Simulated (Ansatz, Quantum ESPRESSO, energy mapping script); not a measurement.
# NiO: J from the energies of magnetic orders

How strongly do the moments of NiO couple under PBE+U (5.4 eV), QE, GBRV? The plan is to run several orders and fit a Heisenberg model.

Calculated with Quantum ESPRESSO 7.5; PBE with U = 5.4 eV on Ni d, ortho-atomic projectors; plane waves, U on orthogonalised atomic orbitals unless named otherwise, collinear spin, no spin–orbit coupling.

Report form: the programs' logs are mostly left out.

## (1) Starting point

Symmetry: Fm-3m, No. 225, cubic system. Conventional cell: a = 4.172 Å, b = 4.172 Å, c = 4.172 Å, α = 90.00°, β = 90.00°, γ = 90.00°. Ni has 6 O at 2.09 Å nearest. Nearest to O lie 6 Ni at 2.09 Å. Farther neighbours and most contacts between anions are not listed.

The U corrects the self-interaction that lets semilocal functionals spread d and f electrons too far. Its value here is typed, not computed. These runs use Quantum ESPRESSO.

## (2) A first run with parallel moments

One run in the crystal's own cell, under PBE with U = 4.8 eV on Ni d, ortho-atomic projectors, Quantum ESPRESSO with GBRV potentials, shows which elements keep a moment. Transition or f elements with 0.3 μB or more enter the spin model; moments induced on other atoms do not.

Input file pw.in:

```
&control
  calculation = 'scf'
  prefix = 'pw'
  outdir = './tmp/'
  pseudo_dir = './pseudo/'
  verbosity = 'low'
/
&system
  ibrav = 0
  nat = 2
  ntyp = 2
  ecutwfc = 45
  ecutrho = 360
  nbnd = 21
  occupations = 'smearing'
  smearing = 'fd'
  degauss = 0.00367493
  nspin = 2
  starting_magnetization(1) = 0.1111
/
&electrons
  conv_thr = 5.0e-09
  electron_maxstep = 120
  mixing_beta = 0.3
  mixing_mode = 'plain'
/
ATOMIC_SPECIES
  Ni 58.6934 Ni.upf
  O 15.9990 O.upf
CELL_PARAMETERS angstrom
  0.00000000 2.08590164 2.08590164
  2.08590164 0.00000000 2.08590164
  2.08590164 2.08590164 0.00000000
ATOMIC_POSITIONS crystal
  Ni 0.00000000 0.00000000 0.00000000
  O 0.50000000 0.50000000 0.50000000
K_POINTS automatic
  9 9 9 0 0 0
HUBBARD {ortho-atomic}
U Ni-3d 4.8
```

Run with:

```bash
$ OMP_NUM_THREADS=1 mpirun -n 4 pw.x -nk 4 -in pw.in > pw.out
```

Wall time 6.5 s (4 MPI ranks of Arm Neoverse V1, shared host); peak memory 0.28 GiB.

Spin moment in the sphere by atom:

```
atom  spin moment in the sphere (μB)
 Ni1                            1.70
  O2                            0.24
```

The run ends ferromagnetic; Ni carries the moments.

## (3) Run 1 (parallel; cell A, 4 atoms)

Each cell gets its own parallel run on the same mesh, so that most of the mesh error cancels in the differences.

The potential files are GBRV's for PBE; pw.x takes the functional from them.

Input file pw.in:

```
&control
  calculation = 'scf'
  prefix = 'pw'
  outdir = './tmp/'
  pseudo_dir = './pseudo/'
  verbosity = 'low'
/
&system
  ibrav = 0
  nat = 4
  ntyp = 2
  ecutwfc = 45
  ecutrho = 360
  nbnd = 38
  occupations = 'smearing'
  smearing = 'fd'
  degauss = 0.00367493
  nspin = 2
  starting_magnetization(1) = 0.1111
/
&electrons
  conv_thr = 1.0e-08
  electron_maxstep = 120
  mixing_beta = 0.3
  mixing_mode = 'plain'
/
ATOMIC_SPECIES
  Ni 58.6934 Ni.upf
  O 15.9990 O.upf
CELL_PARAMETERS angstrom
  0.00000000 -2.08590164 -2.08590164
  0.00000000 2.08590164 -2.08590164
  4.17180328 0.00000000 0.00000000
ATOMIC_POSITIONS crystal
  Ni 0.50000000 0.50000000 0.50000000
  Ni 0.00000000 0.00000000 0.00000000
  O 0.50000000 0.50000000 0.00000000
  O 0.00000000 0.00000000 0.50000000
K_POINTS automatic
  7 7 5 0 0 0
HUBBARD {ortho-atomic}
U Ni-3d 5.4
```

Run time: 17 s. Hardware: 4 MPI ranks; peak memory 0.39 GiB.

Spin moment in the sphere by atom:

```
atom  spin moment in the sphere (μB)
 Ni1                            1.72
 Ni2                            1.72
  O3                            0.22
  O4                            0.22
```

The run ends ferromagnetic.

## (4) Compensated +− start in cell A (4 atoms)

This order reverses 8 of the 12 neighbours at 2.95 Å, 0 of the 6 neighbours at 4.17 Å and 16 of the 24 neighbours at 5.11 Å, counted for an average magnetic atom.

Changes to pw.in since step 3:

```diff
@@ -10,6 +10,6 @@
   nat = 4
-  ntyp = 2
+  ntyp = 3
   ecutwfc = 45
   ecutrho = 360
-  nbnd = 38
+  nbnd = 36
   occupations = 'smearing'
@@ -19,2 +19,3 @@
   starting_magnetization(1) = 0.1111
+  starting_magnetization(2) = -0.1111
 /
@@ -27,3 +28,4 @@
 ATOMIC_SPECIES
-  Ni 58.6934 Ni.upf
+  Ni1 58.6934 Ni.upf
+  Ni2 58.6934 Ni.upf
   O 15.9990 O.upf
@@ -34,4 +36,4 @@
 ATOMIC_POSITIONS crystal
-  Ni 0.50000000 0.50000000 0.50000000
-  Ni 0.00000000 0.00000000 0.00000000
+  Ni1 0.50000000 0.50000000 0.50000000
+  Ni2 0.00000000 0.00000000 0.00000000
   O 0.50000000 0.50000000 0.00000000
@@ -41,2 +43,3 @@
 HUBBARD {ortho-atomic}
-U Ni-3d 5.4
+U Ni1-3d 5.4
+U Ni2-3d 5.4
```

It took 17 s on 4 MPI ranks; peak memory 0.39 GiB.

Spin moment in the sphere by atom:

```
atom  spin moment in the sphere (μB)
 Ni1                            1.73
 Ni2                           -1.73
  O3                           -0.08
  O4                            0.08
```

The run ends antiferromagnetic, 12.26 meV a magnetic atom above the parallel order of its cell.

## (5) Run 3 (parallel; cell B, 4 atoms)

The parallel order again, as the reference for this cell.

This run holds the same structure in another cell (c 4.172 → 5.109 Å, α 90.0 → 73.2°, β 90.0 → 73.2°, γ 90.0 → 60.0°).

Input file pw.in:

```
&control
  calculation = 'scf'
  prefix = 'pw'
  outdir = './tmp/'
  pseudo_dir = './pseudo/'
  verbosity = 'low'
/
&system
  ibrav = 0
  nat = 4
  ntyp = 2
  ecutwfc = 45
  ecutrho = 360
  nbnd = 38
  occupations = 'smearing'
  smearing = 'fd'
  degauss = 0.00367493
  nspin = 2
  starting_magnetization(1) = 0.1111
/
&electrons
  conv_thr = 1.0e-08
  electron_maxstep = 120
  mixing_beta = 0.3
  mixing_mode = 'plain'
/
ATOMIC_SPECIES
  Ni 58.6934 Ni.upf
  O 15.9990 O.upf
CELL_PARAMETERS angstrom
  0.00000000 -2.08590164 -2.08590164
  -2.08590164 0.00000000 -2.08590164
  2.08590164 2.08590164 -4.17180328
ATOMIC_POSITIONS crystal
  Ni 0.50000000 0.50000000 0.50000000
  Ni 0.00000000 0.00000000 0.00000000
  O 0.75000000 0.75000000 0.75000000
  O 0.25000000 0.25000000 0.25000000
K_POINTS automatic
  8 8 8 0 0 0
HUBBARD {ortho-atomic}
U Ni-3d 5.4
```

It took 37 s on 4 MPI ranks; peak memory 0.46 GiB.

The run ends ferromagnetic. For each magnetic atom its energy differs from the parallel run of the first cell by -0.18 meV, an error that one common reference would have brought in.

## (6) Compensated +− start in cell B (4 atoms)

This order reverses 6 of the 12 neighbours at 2.95 Å, 6 of the 6 neighbours at 4.17 Å and 12 of the 24 neighbours at 5.11 Å, counted for an average magnetic atom.

Changes to pw.in since step 5:

```diff
@@ -10,6 +10,6 @@
   nat = 4
-  ntyp = 2
+  ntyp = 3
   ecutwfc = 45
   ecutrho = 360
-  nbnd = 38
+  nbnd = 36
   occupations = 'smearing'
@@ -19,2 +19,3 @@
   starting_magnetization(1) = 0.1111
+  starting_magnetization(2) = -0.1111
 /
@@ -27,3 +28,4 @@
 ATOMIC_SPECIES
-  Ni 58.6934 Ni.upf
+  Ni1 58.6934 Ni.upf
+  Ni2 58.6934 Ni.upf
   O 15.9990 O.upf
@@ -34,4 +36,4 @@
 ATOMIC_POSITIONS crystal
-  Ni 0.50000000 0.50000000 0.50000000
-  Ni 0.00000000 0.00000000 0.00000000
+  Ni1 0.50000000 0.50000000 0.50000000
+  Ni2 0.00000000 0.00000000 0.00000000
   O 0.75000000 0.75000000 0.75000000
@@ -41,2 +43,3 @@
 HUBBARD {ortho-atomic}
-U Ni-3d 5.4
+U Ni1-3d 5.4
+U Ni2-3d 5.4
```

Run time: 44 s. Hardware: 4 MPI ranks; peak memory 0.47 GiB.

The run ends antiferromagnetic, 116.25 meV a magnetic atom below the parallel order of its cell.

## (7) Parallel start in cell C (6 atoms)

Input file pw.in:

```
&control
  calculation = 'scf'
  prefix = 'pw'
  outdir = './tmp/'
  pseudo_dir = './pseudo/'
  verbosity = 'low'
/
&system
  ibrav = 0
  nat = 6
  ntyp = 2
  ecutwfc = 45
  ecutrho = 360
  nbnd = 55
  occupations = 'smearing'
  smearing = 'fd'
  degauss = 0.00367493
  nspin = 2
  starting_magnetization(1) = 0.1111
/
&electrons
  conv_thr = 1.5e-08
  electron_maxstep = 120
  mixing_beta = 0.3
  mixing_mode = 'plain'
/
ATOMIC_SPECIES
  Ni 58.6934 Ni.upf
  O 15.9990 O.upf
CELL_PARAMETERS angstrom
  0.00000000 2.08590164 2.08590164
  -2.08590164 0.00000000 -2.08590164
  -4.17180328 -4.17180328 4.17180328
ATOMIC_POSITIONS crystal
  Ni 0.00000000 0.00000000 0.00000000
  Ni 0.33333333 0.66666667 0.66666667
  Ni 0.66666667 0.33333333 0.33333333
  O 0.66666667 0.33333333 0.83333333
  O 0.00000000 0.00000000 0.50000000
  O 0.33333333 0.66666667 0.16666667
K_POINTS automatic
  8 8 3 0 0 0
HUBBARD {ortho-atomic}
U Ni-3d 5.4
```

The job ended after 38 s (4 MPI ranks; peak memory 0.52 GiB; 2.5 min of CPU time).

The run ends ferromagnetic. For each magnetic atom its energy differs from the parallel run of the first cell by -0.18 meV, an error that one common reference would have brought in.

## (8) Run 6 (uncompensated ++−; cell C, 6 atoms)

This order reverses 4 of the 12 neighbours at 2.95 Å, 4 of the 6 neighbours at 4.17 Å and 12 of the 24 neighbours at 5.11 Å, counted for an average magnetic atom.

Changes to pw.in since step 7:

```diff
@@ -10,6 +10,6 @@
   nat = 6
-  ntyp = 2
+  ntyp = 3
   ecutwfc = 45
   ecutrho = 360
-  nbnd = 55
+  nbnd = 53
   occupations = 'smearing'
@@ -19,2 +19,3 @@
   starting_magnetization(1) = 0.1111
+  starting_magnetization(2) = -0.1111
 /
@@ -27,3 +28,4 @@
 ATOMIC_SPECIES
-  Ni 58.6934 Ni.upf
+  Ni1 58.6934 Ni.upf
+  Ni2 58.6934 Ni.upf
   O 15.9990 O.upf
@@ -34,5 +36,5 @@
 ATOMIC_POSITIONS crystal
-  Ni 0.00000000 0.00000000 0.00000000
-  Ni 0.33333333 0.66666667 0.66666667
-  Ni 0.66666667 0.33333333 0.33333333
+  Ni1 0.00000000 0.00000000 0.00000000
+  Ni1 0.33333333 0.66666667 0.66666667
+  Ni2 0.66666667 0.33333333 0.33333333
   O 0.66666667 0.33333333 0.83333333
@@ -43,2 +45,3 @@
 HUBBARD {ortho-atomic}
-U Ni-3d 5.4
+U Ni1-3d 5.4
+U Ni2-3d 5.4
```

Wall time 44 s (4 MPI ranks); peak memory 0.53 GiB.

The run ends ferrimagnetic, 81.08 meV a magnetic atom below the parallel order of its cell.

## (9) Run 7 (parallel; cell D, 6 atoms)

This run holds the same structure in another cell (c 7.226 → 6.596 Å, α 90.0 → 102.9°, β 90.0 → 102.9°, γ 120.0 → 90.0°).

Input file pw.in:

```
&control
  calculation = 'scf'
  prefix = 'pw'
  outdir = './tmp/'
  pseudo_dir = './pseudo/'
  verbosity = 'low'
/
&system
  ibrav = 0
  nat = 6
  ntyp = 2
  ecutwfc = 45
  ecutrho = 360
  nbnd = 55
  occupations = 'smearing'
  smearing = 'fd'
  degauss = 0.00367493
  nspin = 2
  starting_magnetization(1) = 0.1111
/
&electrons
  conv_thr = 1.5e-08
  electron_maxstep = 120
  mixing_beta = 0.3
  mixing_mode = 'plain'
/
ATOMIC_SPECIES
  Ni 58.6934 Ni.upf
  O 15.9990 O.upf
CELL_PARAMETERS angstrom
  0.00000000 2.08590164 2.08590164
  0.00000000 2.08590164 -2.08590164
  -6.25770492 -2.08590164 0.00000000
ATOMIC_POSITIONS crystal
  Ni 0.00000000 0.00000000 0.00000000
  Ni 0.33333333 0.33333333 0.66666667
  Ni 0.66666667 0.66666667 0.33333333
  O 0.83333333 0.83333333 0.66666667
  O 0.16666667 0.16666667 0.33333333
  O 0.50000000 0.50000000 0.00000000
K_POINTS automatic
  7 7 7 0 0 0
HUBBARD {ortho-atomic}
U Ni-3d 5.4
```

Wall time 52 s (4 MPI ranks); peak memory 0.6 GiB.

The run ends ferromagnetic. For each magnetic atom its energy differs from the parallel run of the first cell by -0.10 meV, an error that one common reference would have brought in.

## (10) Order 8: uncompensated ++−, cell D of 6 atoms

This order reverses 5.33 of the 12 neighbours at 2.95 Å, 1.33 of the 6 neighbours at 4.17 Å and 16 of the 24 neighbours at 5.11 Å, counted for an average magnetic atom.

Changes to pw.in since step 9:

```diff
@@ -10,6 +10,6 @@
   nat = 6
-  ntyp = 2
+  ntyp = 3
   ecutwfc = 45
   ecutrho = 360
-  nbnd = 55
+  nbnd = 53
   occupations = 'smearing'
@@ -19,2 +19,3 @@
   starting_magnetization(1) = 0.1111
+  starting_magnetization(2) = -0.1111
 /
@@ -27,3 +28,4 @@
 ATOMIC_SPECIES
-  Ni 58.6934 Ni.upf
+  Ni1 58.6934 Ni.upf
+  Ni2 58.6934 Ni.upf
   O 15.9990 O.upf
@@ -34,5 +36,5 @@
 ATOMIC_POSITIONS crystal
-  Ni 0.00000000 0.00000000 0.00000000
-  Ni 0.33333333 0.33333333 0.66666667
-  Ni 0.66666667 0.66666667 0.33333333
+  Ni1 0.00000000 0.00000000 0.00000000
+  Ni1 0.33333333 0.33333333 0.66666667
+  Ni2 0.66666667 0.66666667 0.33333333
   O 0.83333333 0.83333333 0.66666667
@@ -43,2 +45,3 @@
 HUBBARD {ortho-atomic}
-U Ni-3d 5.4
+U Ni1-3d 5.4
+U Ni2-3d 5.4
```

It took 55 s on 4 MPI ranks; peak memory 0.58 GiB.

The run ends ferrimagnetic, 23.25 meV a magnetic atom below the parallel order of its cell.

## (11) From energies to couplings

Each energy difference is a sum of couplings weighted by the pairs that the order reverses. A few near shells are fitted to the differences by least squares. Energies are those extrapolated to zero occupation width, not the free energies F.

The orders that converged (zero: parallel moments in the same cell):

```
                      order  atoms  energy (meV a magnetic atom)  moments (μB)  moments kept as typed  opposed neighbours at 2.95, 4.17, 5.11 Å
         parallel in cell A      4                          0.00          1.72                    yes                                   0, 0, 0
   compensated +− in cell A      4                         12.26          1.73                    yes                                  8, 0, 16
         parallel in cell B      4                          0.00          1.72                    yes                                   0, 0, 0
   compensated +− in cell B      4                       -116.25          1.66                    yes                                  6, 6, 12
         parallel in cell C      6                          0.00          1.72                    yes                                   0, 0, 0
uncompensated ++− in cell C      6                        -81.08  1.65 to 1.69                    yes                                  4, 4, 12
         parallel in cell D      6                          0.00          1.72                    yes                                   0, 0, 0
uncompensated ++− in cell D      6                        -23.25  1.70 to 1.71                    yes                            5.33, 1.33, 16
```

The Heisenberg fit (each pair counts twice, positive J is ferromagnetic):

```
 pair  distance (Å)  neighbours  J (meV)
Ni–Ni          2.95          12     1.52
Ni–Ni          4.17           6    -10.5
Ni–Ni          5.11          24   -0.369
```

These orders cannot tell some unfitted shells from fitted ones: the value at 2.95 Å holds J(2.95) − 2 J(5.90) + 4 J(7.80) and the value at 5.11 Å holds J(5.11) + J(5.90); other unfitted shells add to the values wholly or in part. No temperature is drawn.

Adding the shell at 6.60 Å gives 1.6, -10, -0.37 and -0.038 meV, an exact solve that tests nothing.

## (12) Summary of results

| Quantity | Value |
| --- | --- |
| lowest order tried | compensated +− in cell B |
| largest fitted value (a combination of shells), Ni–Ni at 4.17 Å | -10.5 meV |

In words: Of the orders tried, NiO prefers the order “compensated +− in cell B” under PBE+U (5.4 eV), QE, GBRV, with 6 of 12 neighbours at 2.95 Å, 6 of 6 neighbours at 4.17 Å and 12 of 24 neighbours at 5.11 Å opposed. The largest fitted coupling is the Ni–Ni pair at 4.17 Å, antiferromagnetic at -10 meV, across a ligand at about 180°. The straight metal–ligand–metal path outweighs the right-angled one, the pattern expected of superexchange through one ligand p orbital, which these runs do not test. The orders also reverse pairs at 5.90 Å, which are not fitted, so the fitted values hold their part too. With 4 differences for 3 couplings the fit misses by 0.47 meV at most, a small part of the spread. In the fitted orders moments change by up to 3.9 % against the parallel run of the same cell, so their size stays put. With a near shell that the orders cannot separate, no temperature is given.

2 further runs of the session are left out of this account and of its counts and ranges: runs hit by known faults of a program or its files, repeats, responses too ill-conditioned to give a U, cells squeezed past sense, harmless faults, or fits whose shells could not be counted again from the structure.

[Logs and program files are shortened in this print: banners, set-up blocks, solver, clock and traceback lines can be left out without a mark of their own.]

[Logs are printed without paths, hosts, clocks, repeated set-up lines and the standing remarks that a program may print on its own settings, such as how far it seeks lower states.]

[Hosts, paths, dates, database ids (printed as entryN), source tags and the programs' standing remarks are cut or masked in the printed files.]

[Where a cell is said to come from a database of computed structures, the database is the Materials Project.]
